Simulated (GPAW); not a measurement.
# BaTiO3 (P4/mmm): refractive index against wavelength

The refractive index of BaTiO3 (P4/mmm) along x below the direct gap (1.82 eV on the mesh) is read from one computed spectrum, n = √(Re ε). x, y and z are the Cartesian axes of the input cell.

Symmetry: P4/mmm, No. 123, tetragonal system. Conventional cell: a = 4.000 Å, b = 4.000 Å, c = 4.018 Å, α = 90.00°, β = 90.00°, γ = 90.00°. Around Ba on site a lie 12 O at 2.83 Å. Ti on site d is surrounded by 6 O at 2.00 to 2.01 Å. Around O on site e lie 2 Ti at 2.00 Å. O on site c is surrounded by 2 Ti at 2.01 Å.

Method: GPAW 26.7.0, LDA, RPA, k-mesh 8×8×8, local fields up to 30 eV, Lorentzian half width 0.15 eV.

Launch of the response step: `OMP_NUM_THREADS=1 python df.py`. The run took 2.4 min, its band step included, on 1 thread of Arm Neoverse V1, on a shared host.

| wavelength (nm) | photon energy E (eV) | n |
| --- | --- | --- |
| 3000 | 0.413 | 2.5262 |
| 2000 | 0.620 | 2.5378 |
| 1550 | 0.800 | 2.5525 |
| 1310 | 0.946 | 2.5679 |
| 1064 | 1.165 | ? |

In the single-oscillator model n² − 1 = E₀E_d/(E₀² − E²), so 1/(n² − 1) = E₀/E_d − E²/(E₀E_d) is linear in E².

Working, on the rows shown:

| x = E² (eV²) | y = 1/(n² − 1) |
| --- | --- |
| 0.170801 | 0.185815 |
| 0.384302 | 0.183809 |
| 0.639837 | 0.181315 |
| 0.895757 | 0.178759 |

Means: x̄ = 0.52267, ȳ = 0.18242. Σ(x − x̄)(y − ȳ) = -0.002882, Σ(x − x̄)² = 0.2959. Slope = -0.002882 / 0.2959 = -0.009741; intercept = ȳ − slope · x̄ = 0.18752. Turned back into n, the line misses the rows shown by at most 0.00021.

Q: Fill in the last column of the withheld row.

A: At x = 1.3578 the line gives y = 0.17429, that is 2.5957. The run gave 2.5983, so the extrapolation is off by 0.0026, 4 % of the range in the table.

Refitted with all rows, the slope is -0.01006 and the intercept 0.18766. These give E₀ = √(intercept/−slope) = 4.32 eV and E_d = E₀/intercept = 23.0 eV; E₀ is 2.4 times the direct gap. The electronic limit at long wavelengths, without lattice vibrations, is n = √(1 + 1/intercept) = 2.516. Excitons are left out; LDA gaps are as a rule too small. The values come from a sum over the points of one k-mesh and carry its error, which grows as the direct gap shrinks. This version of GPAW has incomplete matrix elements in the optical limit, which can lower ε − 1 by up to a tenth where first-row anions or d states rule. Spin-orbit coupling is left out.
